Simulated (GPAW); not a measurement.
# Surface energy and work function of Pt(110) from slabs of 4 to 12 layers (RPBE)

How do energy and work function of Pt(110) films settle with thickness, and what surface energy follows?

**Method.** GPAW 26.7.0, plane waves at 450 eV with PAW setups; symmetric 1×1 slabs cut at the tabulated lattice constant (two decimals; low-temperature values for the alkali metals), atoms at bulk places, 7.5 Å of vacuum on each side, one in-plane mesh for all thicknesses, Fermi-Dirac smearing of 0.1 eV. Energies are extrapolated to zero smearing and count from the program's reference atoms. Functional RPBE. The cell's area is 10.866 Å².

Results, with one row withheld:

```
layers  energy (eV)  work function (eV)
     4     −20.8251                5.16
     5     −26.5642                5.08
     6     −32.2779                5.18
     7     −38.0541                5.06
     8     −43.7872                5.14
     9     −49.5472                5.12
    10     −55.2948                5.09
    11     −61.0363                5.14
    12            ?                   ?
```

To predict: What surface energy do these runs give, and what energy and work function should the 12-layer slab have?

**Working.** A slab of n layers has E(n) = nε + 2Aγ once its middle is bulk-like. A line through n = 6 to 11 has the slope ε = −5.7507 eV a layer and the intercept 2Aγ = 2.2146 eV (r.m.s. residual 8.4 meV). So γ = 2.2146 / (2 × 10.866 Å²) = 0.1019 eV/Å² = 1.63 J/m², with a standard error of about 0.02 J/m² from the scatter about the line. For 12 layers: 2.2146 + 12 × (−5.7507) = −66.794 eV; the run gives −66.798 eV, 4.4 meV under the line. The work function has no such law: from 6 to 11 layers it moves between 5.06 and 5.18 eV (mean 5.12), and the 12-layer slab gives 5.11 eV. The thinnest slab, 4 layers, lies +0.04 eV from that mean. The values go up and down with thickness, as expected where levels confined across the film cross the Fermi level one by one. The measured value for this face is 5.53 eV (“Anisotropic work function of elemental crystals” (2019, arxiv:1902.07811)), for a face that reconstructs.

Caveats: The surfaces are unrelaxed, so γ is an upper bound for this functional and lattice constant. The tabulated lattice constant isn't the functional's own, which strains the slab a little. Spin-orbit coupling is left out.

[Logs are printed without paths, hosts, clocks, repeated set-up lines and the standing remarks that a program may print on its own settings, such as how far it seeks lower states.]
